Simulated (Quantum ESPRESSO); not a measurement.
# Ionisation energy and electron affinity at ZnS(110), part 5 of 6

Wanted: ionisation energy, electron affinity and surface tilt of ZnS(110).

Quantum ESPRESSO 7.5; plane-wave DFT, PBE, GBRV ultrasoft pseudopotentials.

So far. Step 8 (Planar and running averages): Where the running mean is not flat inside, average.x's window, rounded to the grid, doesn't match the spacings there. Step 9 (Projected density of states of the relaxed slab): The atomic orbitals miss 0.2 % of the occupied states; for empty states the projections can miss much more.

## 10. Ground state of the bulk crystal

The bulk crystal in a cell of two such layers; its band edges will be hung on the mean potential.

System of this step: ZnS, zinc blende at a = 5.45 Å. Symmetry: F-43m, No. 216, cubic system. Conventional cell: a = 5.450 Å, b = 5.450 Å, c = 5.450 Å, α = 90.00°, β = 90.00°, γ = 90.00°. Zn has 4 S at 2.36 Å nearest. Nearest to S lie 4 Zn at 2.36 Å. Farther neighbours and most contacts between anions are not listed.

File a.in:

```
&control
  prefix = 'a'
  outdir = './out'
  pseudo_dir = './pseudo'
  calculation = 'scf'
  tprnfor = .true.
/
&system
  ibrav = 0
  nat = 4
  ntyp = 2
  ecutwfc = 40
  ecutrho = 200
  occupations = 'smearing'
  smearing = 'fd'
  degauss = 0.002
/
&electrons
  conv_thr = 1e-08
  mixing_beta = 0.4
  electron_maxstep = 120
/
ATOMIC_SPECIES
  Zn  65.3800  zn_pbe_v1.uspp.F.UPF
  S   32.0600  s_pbe_v1.4.uspp.F.UPF
CELL_PARAMETERS angstrom
  5.45000000000000 0.00000000000000 0.00000000000000
  0.00000000000000 3.85373195746668 0.00000000000000
  0.00000000000000 0.00000000000000 3.85373195746668
ATOMIC_POSITIONS crystal
  Zn  0.000000000000 0.000000000000 0.000000000000
  S   0.250000000000 0.500000000000 0.000000000000
  Zn  0.500000000000 0.500000000000 0.500000000000
  S   0.750000000000 0.000000000000 0.500000000000
K_POINTS automatic
  6 8 8 0 0 0
```

On the command line:

```sh
OMP_NUM_THREADS=1 mpirun -n 8 pw.x -nk 8 -in a.in > a.out
```

The log of the run:

```text
[banner, memory and clock lines left out]
Program PWSCF v.7.5 starts

          URL

     Found identity + ( -0.5000 -0.5000 -0.5000) symmetry
     This is a supercell, fractional translations are disabled
     Message from routine setup:
     using ibrav=0 with symmetry is DISCOURAGED, use correct ibrav instead

     G-vector sticks info

     bravais-lattice index     =            0
     lattice parameter (alat)  =      10.2990  a.u.
     unit-cell volume          =     546.2056 (a.u.)^3
     number of atoms/cell      =            4
     number of atomic types    =            2
     number of electrons       =        52.00
     number of Kohn-Sham states=           31
     kinetic-energy cutoff     =      40.0000  Ry
     charge density cutoff     =     200.0000  Ry
     scf convergence threshold =      1.0E-08
     mixing beta               =       0.4000
     number of iterations used =            8  plain     mixing
     Exchange-correlation=  SLA  PW   PBX  PBC
                           (   1   4   3   4   0   0   0)

     celldm(1)=  10.299007  celldm(2)=   0.000000  celldm(3)=   0.000000
     celldm(4)=   0.000000  celldm(5)=   0.000000  celldm(6)=   0.000000

     crystal axes: (cart. coord. in units of alat)
               a(1) = (   1.000000   0.000000   0.000000 )
               a(2) = (   0.000000   0.707107   0.000000 )
               a(3) = (   0.000000   0.000000   0.707107 )

     reciprocal axes: (cart. coord. in units 2 pi/alat)
               b(1) = (  1.000000  0.000000  0.000000 )
               b(2) = (  0.000000  1.414214  0.000000 )
               b(3) = (  0.000000  0.000000  1.414214 )

     PseudoPot. # 1 for Zn read from file:
     ./pseudo/zn_pbe_v1.uspp.F.UPF
     Pseudo is Ultrasoft, Zval = 20.0
     Generated by new atomic code, or converted to UPF format
     Using radial grid of  943 points,  6 beta functions with:
                l(1) =   0
                l(2) =   0
                l(3) =   1
                l(4) =   1
                l(5) =   2
                l(6) =   2
     Q(r) pseudized with  8 coefficients,  rinner =    1.100   1.100   1.100
                                                       1.100   1.100

     PseudoPot. # 2 for S  read from file:
     ./pseudo/s_pbe_v1.4.uspp.F.UPF
     Pseudo is Ultrasoft + core correction, Zval =  6.0
     Generated by new atomic code, or converted to UPF format
     Using radial grid of  907 points,  6 beta functions with:
                l(1) =   0
                l(2) =   0
                l(3) =   1
                l(4) =   1
                l(5) =   2
                l(6) =   2
     Q(r) pseudized with  8 coefficients,  rinner =    1.300   1.300   1.300
                                                       1.300   1.300

     atomic species   valence    mass     pseudopotential
     Zn               20.00    65.38000     Zn( 1.00)
     S                 6.00    32.06000     S ( 1.00)

      8 Sym. Ops. (no inversion) found

   Cartesian axes

     site n.     atom                  positions (alat units)
         1        Zn     tau(   1) = (   0.0000000   0.0000000   0.0000000  )
         2        S      tau(   2) = (   0.2500000   0.3535534   0.0000000  )
         3        Zn     tau(   3) = (   0.5000000   0.3535534   0.3535534  )
         4        S      tau(   4) = (   0.7500000   0.0000000   0.3535534  )

     number of k points=    60  Fermi-Dirac smearing, width (Ry)=  0.0020
                       cart. coord. in units 2pi/alat
        k(    1) = (   0.0000000   0.0000000   0.0000000), wk =   0.0052083
        k(    2) = (   0.0000000   0.0000000   0.1767767), wk =   0.0208333
        k(    3) = (   0.0000000   0.0000000   0.3535534), wk =   0.0208333
        k(    4) = (   0.0000000   0.0000000   0.5303301), wk =   0.0208333
        k(    5) = (   0.0000000   0.0000000  -0.7071068), wk =   0.0104167
        k(    6) = (   0.0000000   0.1767767   0.1767767), wk =   0.0208333
        k(    7) = (   0.0000000   0.1767767   0.3535534), wk =   0.0416667
        k(    8) = (   0.0000000   0.1767767   0.5303301), wk =   0.0416667
        k(    9) = (   0.0000000   0.1767767  -0.7071068), wk =   0.0208333
        k(   10) = (   0.0000000   0.3535534   0.3535534), wk =   0.0208333
        k(   11) = (   0.0000000   0.3535534   0.5303301), wk =   0.0416667
        k(   12) = (   0.0000000   0.3535534  -0.7071068), wk =   0.0208333
        k(   13) = (   0.0000000   0.5303301   0.5303301), wk =   0.0208333
        k(   14) = (   0.0000000   0.5303301  -0.7071068), wk =   0.0208333
        k(   15) = (   0.0000000  -0.7071068  -0.7071068), wk =   0.0052083
        k(   16) = (   0.1666667   0.0000000   0.0000000), wk =   0.0104167
        k(   17) = (   0.1666667   0.0000000   0.1767767), wk =   0.0416667
        k(   18) = (   0.1666667   0.0000000   0.3535534), wk =   0.0416667
        k(   19) = (   0.1666667   0.0000000   0.5303301), wk =   0.0416667
        k(   20) = (   0.1666667   0.0000000  -0.7071068), wk =   0.0208333
        k(   21) = (   0.1666667   0.1767767   0.1767767), wk =   0.0416667
        k(   22) = (   0.1666667   0.1767767   0.3535534), wk =   0.0833333
        k(   23) = (   0.1666667   0.1767767   0.5303301), wk =   0.0833333
        k(   24) = (   0.1666667   0.1767767  -0.7071068), wk =   0.0416667
        k(   25) = (   0.1666667   0.3535534   0.3535534), wk =   0.0416667
        k(   26) = (   0.1666667   0.3535534   0.5303301), wk =   0.0833333
        k(   27) = (   0.1666667   0.3535534  -0.7071068), wk =   0.0416667
        k(   28) = (   0.1666667   0.5303301   0.5303301), wk =   0.0416667
        k(   29) = (   0.1666667   0.5303301  -0.7071068), wk =   0.0416667
        k(   30) = (   0.1666667  -0.7071068  -0.7071068), wk =   0.0104167
        k(   31) = (   0.3333333   0.0000000   0.0000000), wk =   0.0104167
        k(   32) = (   0.3333333   0.0000000   0.1767767), wk =   0.0416667
        k(   33) = (   0.3333333   0.0000000   0.3535534), wk =   0.0416667
        k(   34) = (   0.3333333   0.0000000   0.5303301), wk =   0.0416667
        k(   35) = (   0.3333333   0.0000000  -0.7071068), wk =   0.0208333
        k(   36) = (   0.3333333   0.1767767   0.1767767), wk =   0.0416667
        k(   37) = (   0.3333333   0.1767767   0.3535534), wk =   0.0833333
        k(   38) = (   0.3333333   0.1767767   0.5303301), wk =   0.0833333
        k(   39) = (   0.3333333   0.1767767  -0.7071068), wk =   0.0416667
        k(   40) = (   0.3333333   0.3535534   0.3535534), wk =   0.0416667
        k(   41) = (   0.3333333   0.3535534   0.5303301), wk =   0.0833333
[...]
5.0333   5.1416  10.9215  11.1193  12.2700  12.7869  13.5522

          k = 0.3333 0.3536-0.7071 (  2336 PWs)   bands (ev):

  -118.4154-118.4153 -72.5853 -72.5853 -72.5852 -72.5852 -72.5852 -72.5852
    -5.5466  -5.5466   0.2663   0.2663   0.3614   0.3614   0.5282   0.5282
     0.6666   0.6666   0.8335   0.8335   1.8511   1.8511   4.1078   4.1078
     4.9498   4.9498  10.8529  10.8529  12.4972  12.4972  14.3470

          k = 0.3333 0.5303 0.5303 (  2325 PWs)   bands (ev):

  -118.4154-118.4153 -72.5853 -72.5853 -72.5852 -72.5852 -72.5852 -72.5852
    -5.5351  -5.4325   0.2632   0.2674   0.3672   0.4105   0.4883   0.5616
     0.6536   0.6650   0.7705   0.9500   1.9024   2.2780   3.3642   3.9102
     4.6080   4.7483  10.7706  11.5756  11.6875  12.6518  13.7116

          k = 0.3333 0.5303-0.7071 (  2334 PWs)   bands (ev):

  -118.4154-118.4153 -72.5853 -72.5853 -72.5852 -72.5852 -72.5852 -72.5852
    -5.4351  -5.4351   0.2636   0.2636   0.4124   0.4124   0.5267   0.5267
     0.6602   0.6602   0.9124   0.9124   1.9709   1.9709   3.6635   3.6635
     4.4362   4.4362  11.0174  11.0174  12.1232  12.1232  14.5328

          k = 0.3333-0.7071-0.7071 (  2332 PWs)   bands (ev):

  -118.4154-118.4153 -72.5853 -72.5853 -72.5852 -72.5852 -72.5852 -72.5852
    -5.3870  -5.3870   0.2616   0.2617   0.4401   0.4401   0.5260   0.5260
     0.6558   0.6558   0.9662   0.9662   1.9328   1.9328   3.8884   3.8884
     3.8986   3.8986  11.2639  11.2639  11.6762  11.6762  15.3084

          k =-0.5000 0.0000 0.0000 (  2348 PWs)   bands (ev):

  -118.4154-118.4153 -72.5853 -72.5852 -72.5852 -72.5852 -72.5852 -72.5852
    -6.0335  -6.0335   0.1259   0.1260   0.3017   0.3017   0.3018   0.3018
     0.5974   0.5975   0.6689   0.6689   3.8629   3.8629   5.2158   5.2158
     5.2158   5.2158  10.8169  10.8169  10.9703  10.9703  14.8550

          k =-0.5000 0.0000 0.1768 (  2340 PWs)   bands (ev):

  -118.4154-118.4153 -72.5853 -72.5852 -72.5852 -72.5852 -72.5852 -72.5852
    -5.9866  -5.9866   0.1596   0.1596   0.2977   0.2977   0.3056   0.3056
     0.6088   0.6088   0.6674   0.6675   3.4938   3.4938   5.2091   5.2091
     5.2642   5.2642  10.7686  10.7686  11.5440  11.5440  14.0387

          k =-0.5000 0.0000 0.3536 (  2348 PWs)   bands (ev):

  -118.4154-118.4153 -72.5853 -72.5853 -72.5852 -72.5852 -72.5852 -72.5852
    -5.8686  -5.8686   0.2351   0.2351   0.2875   0.2875   0.3530   0.3531
     0.6360   0.6360   0.6646   0.6646   2.6420   2.6420   5.3085   5.3085
     5.3852   5.3852  10.4088  10.4088  12.6590  12.6590  13.9296

          k =-0.5000 0.0000 0.5303 (  2326 PWs)   bands (ev):

  -118.4154-118.4153 -72.5853 -72.5853 -72.5852 -72.5852 -72.5852 -72.5852
    -5.7428  -5.7428   0.2661   0.2661   0.2768   0.2768   0.5529   0.5529
     0.6625   0.6626   0.6680   0.6680   1.7746   1.7746   5.4799   5.4799
     5.5130   5.5130   9.8938   9.8938  13.1337  13.1338  13.5193

          k =-0.5000 0.0000-0.7071 (  2340 PWs)   bands (ev):

  -118.4154-118.4153 -72.5853 -72.5853 -72.5852 -72.5852 -72.5852 -72.5852
    -5.6881  -5.6881   0.2722   0.2722   0.2722   0.2722   0.6619   0.6619
     0.6619   0.6620   0.8266   0.8266   1.2714   1.2714   5.5682   5.5682
     5.5683   5.5683   9.6523   9.6523  13.3148  13.3148  13.3148

          k =-0.5000 0.1768 0.1768 (  2338 PWs)   bands (ev):

  -118.4154-118.4153 -72.5853 -72.5852 -72.5852 -72.5852 -72.5852 -72.5852
    -5.9404  -5.9404   0.1941   0.1941   0.2892   0.2892   0.3164   0.3164
     0.6135   0.6135   0.6693   0.6693   3.3163   3.3163   4.7661   4.7661
     5.5352   5.5352  11.0329  11.0329  11.8081  11.8081  13.5906

          k =-0.5000 0.1768 0.3536 (  2334 PWs)   bands (ev):

  -118.4154-118.4153 -72.5853 -72.5853 -72.5852 -72.5852 -72.5852 -72.5852
    -5.8241  -5.8241   0.2628   0.2628   0.2855   0.2855   0.3691   0.3691
     0.6253   0.6253   0.6763   0.6763   2.6575   2.6575   4.6369   4.6369
     5.6214   5.6214  10.8122  10.8122  12.7817  12.7818  13.5352

          k =-0.5000 0.1768 0.5303 (  2320 PWs)   bands (ev):

  -118.4154-118.4153 -72.5853 -72.5853 -72.5852 -72.5852 -72.5852 -72.5852
    -5.7003  -5.7003   0.2754   0.2754   0.2906   0.2906   0.5508   0.5508
     0.6421   0.6422   0.7034   0.7034   1.8476   1.8476   4.8488   4.8488
     5.5504   5.5504  10.3881  10.3881  12.9390  12.9391  13.6904

          k =-0.5000 0.1768-0.7071 (  2352 PWs)   bands (ev):

  -118.4154-118.4153 -72.5853 -72.5853 -72.5852 -72.5852 -72.5852 -72.5852
    -5.6466  -5.6466   0.2753   0.2753   0.2931   0.2931   0.6239   0.6240
     0.6592   0.6592   0.8501   0.8501   1.3835   1.3835   5.0480   5.0480
     5.4240   5.4240  10.2093  10.2093  12.8763  12.8763  13.6571

          k =-0.5000 0.3536 0.3536 (  2318 PWs)   bands (ev):

  -118.4154-118.4153 -72.5853 -72.5853 -72.5852 -72.5852 -72.5852 -72.5852
    -5.7124  -5.7124   0.2823   0.2823   0.3114   0.3114   0.4437   0.4437
     0.6200   0.6200   0.6928   0.6928   2.5295   2.5295   3.9860   3.9860
     5.5328   5.5328  11.1556  11.1556  13.0329  13.0329  13.6245

          k =-0.5000 0.3536 0.5303 (  2324 PWs)   bands (ev):

  -118.4154-118.4153 -72.5853 -72.5853 -72.5852 -72.5852 -72.5852 -72.5852
    -5.5939  -5.5939   0.2860   0.2860   0.3313   0.3313   0.5567   0.5567
     0.6400   0.6400   0.7554   0.7554   2.0127   2.0127   3.9690   3.9690
     5.2309   5.2309  11.1471  11.1471  12.6573  12.6573  13.9898

          k =-0.5000 0.3536-0.7071 (  2328 PWs)   bands (ev):

  -118.4154-118.4153 -72.5853 -72.5853 -72.5852 -72.5852 -72.5852 -72.5852
    -5.5426  -5.5426   0.2869   0.2869   0.3387   0.3387   0.5865   0.5866
     0.6458   0.6458   0.8889   0.8889   1.6587   1.6587   4.1372   4.1372
     5.0004   5.0004  11.1751  11.1751  12.3731  12.3731  14.1601

          k =-0.5000 0.5303 0.5303 (  2332 PWs)   bands (ev):

  -118.4154-118.4153 -72.5853 -72.5853 -72.5852 -72.5852 -72.5852 -72.5852
    -5.4815  -5.4815   0.2952   0.2952   0.3695   0.3695   0.5759   0.5759
     0.6299   0.6299   0.8636   0.8636   2.0307   2.0307   3.5238   3.5238
     4.7216   4.7216  11.5636  11.5636  12.6385  12.6385  13.6770

          k =-0.5000 0.5303-0.7071 (  2328 PWs)   bands (ev):

  -118.4154-118.4153 -72.5853 -72.5853 -72.5852 -72.5852 -72.5852 -72.5852
    -5.4329  -5.4329   0.2962   0.2962   0.3914   0.3914   0.5895   0.5895
     0.6127   0.6127   0.9554   0.9554   1.9008   1.9008   3.5870   3.5870
     4.3808   4.3808  11.8237  11.8238  12.3535  12.3535  13.8833

          k =-0.5000-0.7071-0.7071 (  2352 PWs)   bands (ev):

  -118.4154-118.4153 -72.5853 -72.5853 -72.5852 -72.5852 -72.5852 -72.5852
    -5.3856  -5.3856   0.2963   0.2963   0.4283   0.4283   0.5834   0.5834
     0.5980   0.5980   1.0076   1.0076   1.9298   1.9298   3.7713   3.7713
     3.7836   3.7836  12.1011  12.1011  12.3066  12.3066  14.1986

     the Fermi energy is     7.8761 ev

!    total energy              =    -971.54124187 Ry
     estimated scf accuracy    <          5.1E-09 Ry
     smearing contrib. (-TS)   =      -0.00000000 Ry
     internal energy E=F+TS    =    -971.54124187 Ry

     The total energy is F=E-TS. E is the sum of the following terms:
     one-electron contribution =    -915.72247503 Ry
     hartree contribution      =     471.11130889 Ry
     xc contribution           =    -101.36197648 Ry
     ewald contribution        =    -425.56809924 Ry

     convergence has been achieved in   9 iterations

     Forces acting on atoms (cartesian axes, Ry/au):

     atom    1 type  1   force =     0.00000000    0.00000000    0.00000000
     atom    2 type  2   force =     0.00000109    0.00000000    0.00000000
     atom    3 type  1   force =     0.00000000    0.00000000    0.00000000
     atom    4 type  2   force =    -0.00000109    0.00000000    0.00000000

     Total force =     0.000002     Total SCF correction =     0.000001
     SCF correction compared to forces is large: reduce conv_thr to get better values

     XML data file, charge density, pseudopotentials, collected wavefunctions

                                        0.00s GPU  (     335 calls)
```

It took 19 s on 8 MPI ranks of Arm Neoverse N1, shared host; peak memory 0.59 GiB.

Numbers from this step:

| Property | Result |
| --- | --- |
| free energy | -13218.4920 eV |
| Fermi energy | 7.876 eV |

The run needed 9 iterations to bring the estimated error under 1e-08 Ry.

(Continued in part 6 of 6.)

[Logs are printed without paths, hosts, clocks, repeated set-up lines and the standing remarks that a program may print on its own settings, such as how far it seeks lower states.]

[Hosts, paths, dates, database ids (printed as entryN), source tags and the programs' standing remarks are cut or masked in the printed files.]

[Maps of the electrostatic potential energy from Ansatz leave out the sawtooth potential of an applied field or a dipole correction, so their vacuum need not be flat; planar profiles and work functions include it.]
